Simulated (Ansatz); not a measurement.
Reflectivity of Nb3Sn (Pm-3n) at normal incidence (Ansatz, LDA, independent particles, without spin-orbit coupling, line width 0.15 eV (Gaussian), carrier damping 0.05 eV):

| E (eV) | R (%) |
| --- | --- |
| 1.00 | 62.8 |
| 1.25 | 64.6 |
| 1.50 | 62.7 |
| 1.75 | 59.3 |
| 2.00 | 57.4 |
| 2.25 | 55.5 |
| 2.50 | 54.6 |
| 2.75 | 56.7 |
| 3.00 | 56.8 |
| 3.25 | 56.5 |
| 3.50 | 55.5 |
| 3.75 | 57.5 |
| 4.00 | 56.8 |
| 4.25 | 56.1 |
| 4.50 | 52.0 |
| 4.75 | 50.1 |
| 5.00 | 46.4 |

Task: What colour would a polished face show in daylight?

Result: Light grey: CIE x = 0.315, y = 0.327, luminous reflectivity 56 % under D65, from the mean over the axes.
